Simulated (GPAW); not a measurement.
# SiCCl2 (chair-type functionalised monolayer): G0W0 on several meshes in GPAW

Aim: the GW shift of SiCCl2 (chair-type functionalised monolayer) against the k mesh.

Main program and level: GPAW 26.7.0; LDA and many-body steps on it, plane waves.

### Step 1. Starting point

The cell holds 4 atoms: 1 C, 1 Si and 2 Cl. Its edges and angles: a = 3.207 Å, b = 3.207 Å, c = 15.300 Å, α = 90.0°, β = 90.0°, γ = 120.0°. Vacuum lies along c.

Coordinates:

```cif
data_structure
_symmetry_space_group_name_H-M 'P 1'
_symmetry_Int_Tables_number 1
_cell_length_a 3.2066
_cell_length_b 3.2066
_cell_length_c 15.3000
_cell_angle_alpha 90.000
_cell_angle_beta 90.000
_cell_angle_gamma 120.000
_cell_volume 136.24
loop_
_atom_site_label
_atom_site_type_symbol
_atom_site_fract_x
_atom_site_fract_y
_atom_site_fract_z
_atom_site_occupancy
C1 C 0.33333 0.66667 0.52631 1
Si2 Si 0.66667 0.33333 0.49039 1
Cl3 Cl 0.33333 0.66667 0.64462 1
Cl4 Cl 0.66667 0.33333 0.35774 1
```

The structure was relaxed with LDA. The runs that relaxed it are not among those shown.

### Step 2. Empty states on the mesh, 9×9×1 mesh, 231 bands

This step: GPAW 26.7.0; DFT, LDA, plane waves, PAW.

The sums over transitions need many empty states on a uniform mesh; this step solves for them.

run.py

```python
import json
import numpy as np
from gpaw.mpi import world
from gpaw import GPAW

calc = GPAW('gs.gpw').fixed_density(kpts={'size': (9, 9, 1), 'gamma': True},
    nbands=269,
    convergence={'bands': 231},
    txt='nscf.txt')
calc.write('full.gpw', mode='all')
res = {}
kpts = calc.get_ibz_k_points()
res['kpts'] = kpts
res['eigenvalues'] = [calc.get_eigenvalues(kpt=k) for k in range(len(kpts))]
res['n_electrons'] = calc.get_number_of_electrons()

if world.rank == 0:
    with open('result.json', 'w') as f:
        json.dump(res, f, default=lambda x: x.tolist())
```

Command:

```sh
$ mpirun -n 4 gpaw python run.py
```

Numbers of over 12 decimals in the logs are rounded to 6 here.

Output:

```text
Diagonalizing LCAO Hamiltonian
Converting LCAO to pw mode
convergence criteria:
- Maximum integral of absolute [eigenst]ate change: 4e-08 eV^2 / valence electron
maximum number of iterations: 100

SCF iterations
|iter     |     time |      energy | eigst |  dens |
|iter:   1|  |             | +4.66 |       |
|iter:   2|  |             | +3.48 |       |
|iter:   3|  |             | +2.38 |       |
[...]
|iter:  15|  |             | -7.03 |       |
|iter:  16|  |             | -7.34 |       |
|iter:  17|  |             | -7.68c|       |
SCF steps: 17
  __  _  _
 | _ |_)|_||  |
 |__||  | ||/\| - 26.7.0

Input parameters:
  mode=PW(ecut=600.0),
  convergence={'bands': 231},
  gpts=array([20, 20, 90]),
  kpts=MonkhorstPack(size=(9, 9, 1), gamma=True),
  maxiter=100,
  nbands=269,
  occupations=Occupations(name='fermi-dirac', width=0.001, fixmagmom=False),
  parallel={},
  xc=XC(name='LDA')
# Writing to full.gpw (mode='all')
  [... matrices ...]

timing:  # [seconds]
  Total: 0.083  # ━━━━━━━━━━━━━━━━━━━━━━━━━━━━━━━━━━━━━━━━━━━━━━━━━━━━━━━━━━━
```

Wall time 2.4 min (4 MPI ranks of Arm Neoverse V1, shared host); peak memory 1.3 GiB; 9.6 min of CPU time.

Numbers from this step:

- gap: 2.093 eV
- k of the valence top: 0, 0, 0
- k of the conduction bottom: 0, 0, 0
- least direct gap: 2.093 eV
- k points computed: 12
- lowest point of the top converged band, above the valence top: 76.7648 eV

On this mesh the gap is 2.093 eV.

### Step 3. 9×9×1

G0W0 replaces the xc potential by the self-energy, built once from these orbitals. Only a window of levels is corrected, while the sums run over the empty bands that the input names.

This step: G0W0 on LDA, plane waves, PAW.

run.py

```python
import json
import numpy as np
from gpaw.mpi import world
from gpaw.response.g0w0 import G0W0

gw = G0W0('full.gpw',
    filename='gw',
    kpts=[0],
    bands=(9, 13),
    ecut=48,
    nbands=102,
    truncation='2D',
    integrate_gamma='sphere',
    q0_correction=True,
    frequencies={'type': 'nonlinear', 'domega0': 0.15, 'omega2': 15.0},
    eta=0.1,
    nblocksmax=True)
gw.calculate()
res = {mode: {k: v for k, v in r.items() if k != 'sigma_eskwn'}
       for mode, r in gw.all_results.items()}

if world.rank == 0:
    with open('result.json', 'w') as f:
        json.dump(res, f, default=lambda x: x.tolist())
```

Command:

```sh
$ mpirun -n 4 gpaw python run.py
```

Output:

```text
Using integrator: PointIntegrator
NonLinearFrequencyDescriptor(from 0.000 to 60.475 eV, 152 points)
Nonperiodic BCs:  [False False  True]
Using integrator: PointIntegrator
NonLinearFrequencyDescriptor(from 0.000 to 60.475 eV, 152 points)
Nonperiodic BCs:  [False False  True]
Applying analytical 2D correction to W:
    Evaluating Gamma point contribution to W on a 21x21x1 grid
  ___  _ _ _
 |   || | | |
 | | || | | |
 |__ ||_____|
 |___|

BZ k-points: Symmetries present (total): 6

  [... matrices ...]
81 k-points: 9 x 9 x 1 Monkhorst-Pack grid
12 k-points in the irreducible part of the Brillouin zone
       k-points in crystal coordinates                weights
   0:     0.00000000    0.00000000    0.00000000          1/81
   1:     0.11111111    0.00000000    0.00000000          6/81
   2:     0.22222222   -0.11111111    0.00000000          6/81
   3:     0.22222222    0.00000000    0.00000000          6/81
   4:     0.33333333   -0.11111111    0.00000000         12/81
   5:     0.33333333    0.00000000    0.00000000          6/81
   6:     0.33333333    0.33333333    0.00000000          2/81
   7:     0.44444444   -0.22222222    0.00000000          6/81
   8:     0.44444444   -0.11111111    0.00000000         12/81
   9:     0.44444444    0.00000000    0.00000000          6/81
          ...
  11:     0.44444444    0.44444444    0.00000000          6/81

Distributing spins, k-points and bands (1 x 1 x 4) over 1 process
Number of blocks: 4

Quasi particle states:
k-points (IBZ indices): [0]
Band range: (9, 13)
  [... matrices ...]
Computational parameters:
Plane wave cut-off: 48 eV
Number of bands: 102
Coulomb cutoff: 2D
Broadening: 0.1 eV

fxc modes: GW
Kernel: RPA
Using full-frequency real axis integration
Summing all q:

Calculating screened Coulomb potential
2D Coulomb truncation
NonLinearFrequencyDescriptor(from 0.000 to 60.475 eV, 152 points)
Removing empty qpoint cache files...

Calculating chi0 body with:
    Ground state adapter containing:
    Number of spins: 1
    Number of kpoints: 81
    Number of irreducible kpoints: 12
    Number of completely occupied states: 11
    Number of partially occupied states: 11
    Occupied states memory: 6.04248046875 M / cpu

    Linear response parametrization:
    q_c: [0.0, 0.0, 0.0]
    Number of frequency points: 152
    Planewave cutoff: 48.0
    Number of bands: 102
    Number of planewaves: 95
    Broadening (eta): 0.1
    comm.size: 4
    kncomm.size: 1
    blockcomm.size: 4

    Memory estimate of potentially large arrays:
        chi0_wGG: 5.233002 M / cpu
Integrating chi0 body.

Symmetries of q_c:
    Direct symmetries (Uq -> q): 6
    Indirect symmetries (TUq -> q): 6
In total 12 allowed symmetries.

  [... matrices ...]
12 groups of equivalent kpoints. 85.185185% reduction.

Integral kind: spectral function
Integrating chi0 head and wings.

Symmetries of q_c:
    Direct symmetries (Uq -> q): 6
    Indirect symmetries (TUq -> q): 6
In total 12 allowed symmetries.

  [... matrices ...]
12 groups of equivalent kpoints. 85.185185% reduction.

Integral kind: spectral function wings

Calculating chi0 body with:
    Ground state adapter containing:
    Number of spins: 1
    Number of kpoints: 81
    Number of irreducible kpoints: 12
    Number of completely occupied states: 11
    Number of partially occupied states: 11
    Occupied states memory: 6.04248046875 M / cpu

[... the further q-points ...]

Results:
f:      Occupation numbers
eps:     KS-eigenvalues [eV]
vxc:     KS vxc [eV]
exx:     Exact exchange [eV]
sigma:   Self-energies [eV]
dsigma:  Self-energy derivatives
Z:       Renormalization factors
qp:      QP-energies [eV]

k-point 0 (0): (0.000, 0.000, 0.000)                GW
band       f     eps     vxc     exx   sigma  dsigma       Z      qp
                                                                   GW
   9   1.000  -0.511 -17.849 -21.091   2.372  -0.241   0.806  -1.212
  10   1.000  -0.511 -17.849 -21.091   2.372  -0.241   0.806  -1.212
  11   0.000   1.582 -13.530  -8.390  -2.978  -0.209   0.827   3.369
  12   0.000   2.728 -13.542  -8.309  -3.106  -0.216   0.822   4.477
```

The job ended after 1.8 min (4 MPI ranks; peak memory 2.1 GiB; 7.2 min of CPU time).

Numbers from this step:

```
G0W0 gap on the points computed              : 4.582 eV
least direct G0W0 gap on the computed points : 4.582 eV
Z at the valence top                         : 0.8058
Z at the conduction bottom                   : 0.8271
starting gap on the mesh                     : 2.093 eV
k of the valence top                         : 0, 0, 0
k of the conduction bottom                   : 0, 0, 0
```

The gap on the mesh goes from 2.09 eV to 4.58 eV, a correction of +2.49 eV.

### Step 4. Empty states on the mesh, 6×6×1 mesh, 112 bands

This step: DFT, LDA, plane waves, PAW.

run.py

```python
import json
import numpy as np
from gpaw.mpi import world
from gpaw import GPAW

calc = GPAW('gs.gpw').fixed_density(kpts={'size': (6, 6, 1), 'gamma': True},
    nbands=130,
    convergence={'bands': 112},
    txt='nscf.txt')
calc.write('full.gpw', mode='all')
res = {}
kpts = calc.get_ibz_k_points()
res['kpts'] = kpts
res['eigenvalues'] = [calc.get_eigenvalues(kpt=k) for k in range(len(kpts))]
res['n_electrons'] = calc.get_number_of_electrons()

if world.rank == 0:
    with open('result.json', 'w') as f:
        json.dump(res, f, default=lambda x: x.tolist())
```

Command:

```sh
$ mpirun -n 4 gpaw python run.py
```

Output:

```text
Diagonalizing LCAO Hamiltonian
Converting LCAO to pw mode
convergence criteria:
- Maximum integral of absolute [eigenst]ate change: 4e-08 eV^2 / valence electron
maximum number of iterations: 100

SCF iterations
|iter     |     time |      energy | eigst |  dens |
|iter:   1|  |             | +4.25 |       |
|iter:   2|  |             | +3.04 |       |
|iter:   3|  |             | +1.93 |       |
[...]
|iter:  13|  |             | -6.91 |       |
|iter:  14|  |             | -7.39 |       |
|iter:  15|  |             | -7.80c|       |
SCF steps: 15
  __  _  _
 | _ |_)|_||  |
 |__||  | ||/\| - 26.7.0

Input parameters:
  mode=PW(ecut=600.0),
  convergence={'bands': 112},
  gpts=array([20, 20, 90]),
  kpts=MonkhorstPack(size=(6, 6, 1), gamma=True),
  maxiter=100,
  nbands=130,
  occupations=Occupations(name='fermi-dirac', width=0.001, fixmagmom=False),
  parallel={},
  xc=XC(name='LDA')
# Writing to full.gpw (mode='all')
  [... matrices ...]

timing:  # [seconds]
  Total: 0.041  # ━━━━━━━━━━━━━━━━━━━━━━━━━━━━━━━━━━━━━━━━━━━━━━━━━━━━━━━━━━━
```

The job ended after 32 s (4 MPI ranks; peak memory 0.99 GiB).

Numbers from this step:

```yaml
gap: 2.093 eV
k_of_the_valence_top: 0, 0, 0
k_of_the_conduction_bottom: 0, 0, 0
least_direct_gap: 2.093 eV
k_points_computed: 7
lowest_point_of_the_top_converged_band_above_the_valence_top: 44.81 eV
```

On this mesh the gap is 2.093 eV.

### Step 5. 6×6×1

This step: G0W0 on LDA, plane waves, PAW.

run.py

```python
import json
import numpy as np
from gpaw.mpi import world
from gpaw.response.g0w0 import G0W0

gw = G0W0('full.gpw',
    filename='gw',
    kpts=[0],
    bands=(9, 13),
    ecut=48,
    nbands=102,
    truncation='2D',
    integrate_gamma='sphere',
    q0_correction=True,
    frequencies={'type': 'nonlinear', 'domega0': 0.15, 'omega2': 15.0},
    eta=0.1,
    nblocksmax=True)
gw.calculate()
res = {mode: {k: v for k, v in r.items() if k != 'sigma_eskwn'}
       for mode, r in gw.all_results.items()}

if world.rank == 0:
    with open('result.json', 'w') as f:
        json.dump(res, f, default=lambda x: x.tolist())
```

Command:

```sh
$ mpirun -n 4 gpaw python run.py
```

Output:

```text
Using integrator: PointIntegrator
NonLinearFrequencyDescriptor(from 0.000 to 60.475 eV, 152 points)
Nonperiodic BCs:  [False False  True]
Using integrator: PointIntegrator
NonLinearFrequencyDescriptor(from 0.000 to 60.475 eV, 152 points)
Nonperiodic BCs:  [False False  True]
Applying analytical 2D correction to W:
    Evaluating Gamma point contribution to W on a 29x29x1 grid
  ___  _ _ _
 |   || | | |
 | | || | | |
 |__ ||_____|
 |___|

BZ k-points: Symmetries present (total): 6

  [... matrices ...]
36 k-points: 6 x 6 x 1 Monkhorst-Pack grid + [1/12,1/12,0.000000]
7 k-points in the irreducible part of the Brillouin zone
       k-points in crystal coordinates                weights
   0:     0.00000000    0.00000000    0.00000000          1/36
   1:     0.16666667    0.00000000    0.00000000          6/36
   2:     0.33333333   -0.16666667    0.00000000          6/36
   3:     0.33333333    0.00000000    0.00000000          6/36
   4:     0.33333333    0.33333333    0.00000000          2/36
   5:     0.50000000    0.33333333    0.00000000         12/36
   6:     0.50000000    0.50000000    0.00000000          3/36

Distributing spins, k-points and bands (1 x 1 x 4) over 1 process
Number of blocks: 4

Quasi particle states:
k-points (IBZ indices): [0]
Band range: (9, 13)
  [... matrices ...]
Computational parameters:
Plane wave cut-off: 48 eV
Number of bands: 102
Coulomb cutoff: 2D
Broadening: 0.1 eV

fxc modes: GW
Kernel: RPA
Using full-frequency real axis integration
Summing all q:

Calculating screened Coulomb potential
2D Coulomb truncation
NonLinearFrequencyDescriptor(from 0.000 to 60.475 eV, 152 points)
Removing empty qpoint cache files...

Calculating chi0 body with:
    Ground state adapter containing:
    Number of spins: 1
    Number of kpoints: 36
    Number of irreducible kpoints: 7
    Number of completely occupied states: 11
    Number of partially occupied states: 11
    Occupied states memory: 6.04248046875 M / cpu

    Linear response parametrization:
    q_c: [1.3877787807814457e-17, 1.3877787807814457e-17, 0.0]
    Number of frequency points: 152
    Planewave cutoff: 48.0
    Number of bands: 102
    Number of planewaves: 95
    Broadening (eta): 0.1
    comm.size: 4
    kncomm.size: 1
    blockcomm.size: 4

    Memory estimate of potentially large arrays:
        chi0_wGG: 5.233002 M / cpu
Integrating chi0 body.

Symmetries of q_c:
    Direct symmetries (Uq -> q): 6
    Indirect symmetries (TUq -> q): 6
In total 12 allowed symmetries.

  [... matrices ...]
7 groups of equivalent kpoints. 80.555556% reduction.

Integral kind: spectral function
Integrating chi0 head and wings.

Symmetries of q_c:
    Direct symmetries (Uq -> q): 6
    Indirect symmetries (TUq -> q): 6
In total 12 allowed symmetries.

  [... matrices ...]
7 groups of equivalent kpoints. 80.555556% reduction.

Integral kind: spectral function wings

Calculating chi0 body with:
    Ground state adapter containing:
    Number of spins: 1
    Number of kpoints: 36
    Number of irreducible kpoints: 7
    Number of completely occupied states: 11
    Number of partially occupied states: 11
[... the further q-points ...]

Results:
f:      Occupation numbers
eps:     KS-eigenvalues [eV]
vxc:     KS vxc [eV]
exx:     Exact exchange [eV]
sigma:   Self-energies [eV]
dsigma:  Self-energy derivatives
Z:       Renormalization factors
qp:      QP-energies [eV]

k-point 0 (0): (0.000, 0.000, 0.000)                GW
band       f     eps     vxc     exx   sigma  dsigma       Z      qp
                                                                   GW
   9   1.000  -0.511 -17.849 -21.101   2.397  -0.236   0.809  -1.203
  10   1.000  -0.511 -17.849 -21.101   2.397  -0.236   0.809  -1.203
  11   0.000   1.582 -13.530  -8.377  -2.995  -0.216   0.823   3.357
  12   0.000   2.728 -13.542  -8.297  -3.136  -0.220   0.820   4.457
```

Wall time 31 s (4 MPI ranks); peak memory 1.6 GiB.

Numbers from this step:

* G0W0 gap on the points computed: 4.559 eV
* least direct G0W0 gap on the computed points: 4.559 eV
* Z at the valence top: 0.8089
* Z at the conduction bottom: 0.8226
* starting gap on the mesh: 2.093 eV
* k of the valence top: 0, 0, 0
* k of the conduction bottom: 0, 0, 0

Against G0W0 in GPAW (9×9×1 mesh, 102 bands, screening to 48 eV, full frequency, Hilbert transform), the gap moves by −0.022 eV.

### Step 6. Side by side

Times are wall times on 4 MPI ranks of Arm Neoverse V1, shared host, good to a factor of about two.

| run | mesh | bands | screening cutoff (eV) | DFT gap (eV) | gap on the mesh (eV) | direct (eV) | time |
| --- | --- | --- | --- | --- | --- | --- | --- |
| 9×9×1 | 9×9×1 | 102 | 48 | 2.093 | 4.582 | 4.582 | 1.8 min |
| 6×6×1 | 6×6×1 | 102 | 48 | 2.093 | 4.559 | 4.559 | 31 s |

### Step 7. What came out

| Item | Value |
| --- | --- |
| 9×9×1 | 4.582 eV |
| 6×6×1 | 4.559 eV |
| known limits | not at the basis limit |

6×6×1: −0.022 eV against 9×9×1. Bands and cutoff are finite, so the gap is not at the basis limit. The miss can reach some tenths of an eV and take either sign; the mesh is an error of its own. These stock PAW sets were not made for GW. In the G0W0 runs levels were corrected at 1 k point alone, so a gap called «on the mesh» is the least over those, and an edge elsewhere would be missed.

[Paths, hosts, dates, memory and timing lines, banners, echoed tables and standing remarks are left out of the program output.]

[Logs are printed without paths, hosts, clocks, repeated set-up lines and the standing remarks that a program may print on its own settings, such as how far it seeks lower states.]

[Runs of the session that timed out or met a known fault of the program may be left out.]

[Hosts, paths, dates, database ids (printed as entryN), source tags and the programs' standing remarks are cut or masked in the printed files.]
